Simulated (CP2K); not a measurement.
Consider 5-hydroxypyrimidine at its PBE geometry (Å).

```xyz
11

O    -2.2023    0.3217    0.1076
C    -0.8441    0.1388    0.0419
C    -0.0105    1.2471    0.2365
N     1.3229    1.1406    0.1986
C     1.8209   -0.0843   -0.0427
N     1.1189   -1.2089   -0.2505
C    -0.2172   -1.0885   -0.2073
H    -2.6479   -0.5277   -0.0644
H    -0.4428    2.2327    0.4273
H     2.9084   -0.1735   -0.0725
H    -0.8064   -1.9980   -0.3745
```

Method: CP2K XAS_TDP, all-electron GAPW, PBEh(45%), aug-cc-pVDZ, TDA, no relativity.

Question: Predict the bright core excitations at the C K edge.

Leading lines: C2 283.19 eV, C3 281.52 eV and C5 282.20 eV. The leading line of an atom is its first one with 35 % of the strongest within 2.5 eV of its lowest line over the strength cut. 

The first six lines of each atom with a strength over 0.0015:

| atom | energy (eV) | states | strength, one atom |
| --- | --- | --- | --- |
| C2 (bonded to 2 C and O) | 283.19 | 1 | 0.0599 |
|  | 286.06 | 1 | 0.0089 |
|  | 287.02 | 1 | 0.0150 |
|  | 287.86 | 1 | 0.0029 |
|  | 287.89 | 1 | 0.0028 |
|  | 288.90 | 1 | 0.0057 |
| C3 (bonded to C, N and H) | 281.52 | 1 | 0.0540 |
|  | 285.78 | 1 | 0.0084 |
|  | 286.07 | 1 | 0.0072 |
|  | 286.84 | 1 | 0.0020 |
|  | 287.10 | 1 | 0.0019 |
|  | 288.12 | 1 | 0.0097 |
| C5 (bonded to 2 N and H) | 282.20 | 1 | 0.0601 |
|  | 286.13 | 1 | 0.0108 |
|  | 286.61 | 1 | 0.0028 |
|  | 287.20 | 1 | 0.0020 |
|  | 288.11 | 1 | 0.0020 |
|  | 288.48 | 1 | 0.0067 |

Lines are vertical, at one geometry, with no vibrational structure. Without a correction of the core level, line positions, and the gaps between valence and Rydberg lines, follow the share of exact exchange. At this level such K lines come out 3 to 6 eV under measured ones. Atoms with the same bonds but other surroundings in this conformer are left out. These values hold no scalar relativity, about 0.1 eV for C 1s. Rydberg lines, and the discretised continuum above threshold, depend on the basis and the box.

[Banner, clock and machine lines of the logs are left out without a mark of their own.]

[Logs are printed without paths, hosts, clocks, repeated set-up lines and the standing remarks that a program may print on its own settings, such as how far it seeks lower states.]

[Hosts, paths, dates, database ids (printed as entryN), source tags and the programs' standing remarks are cut or masked in the printed files.]
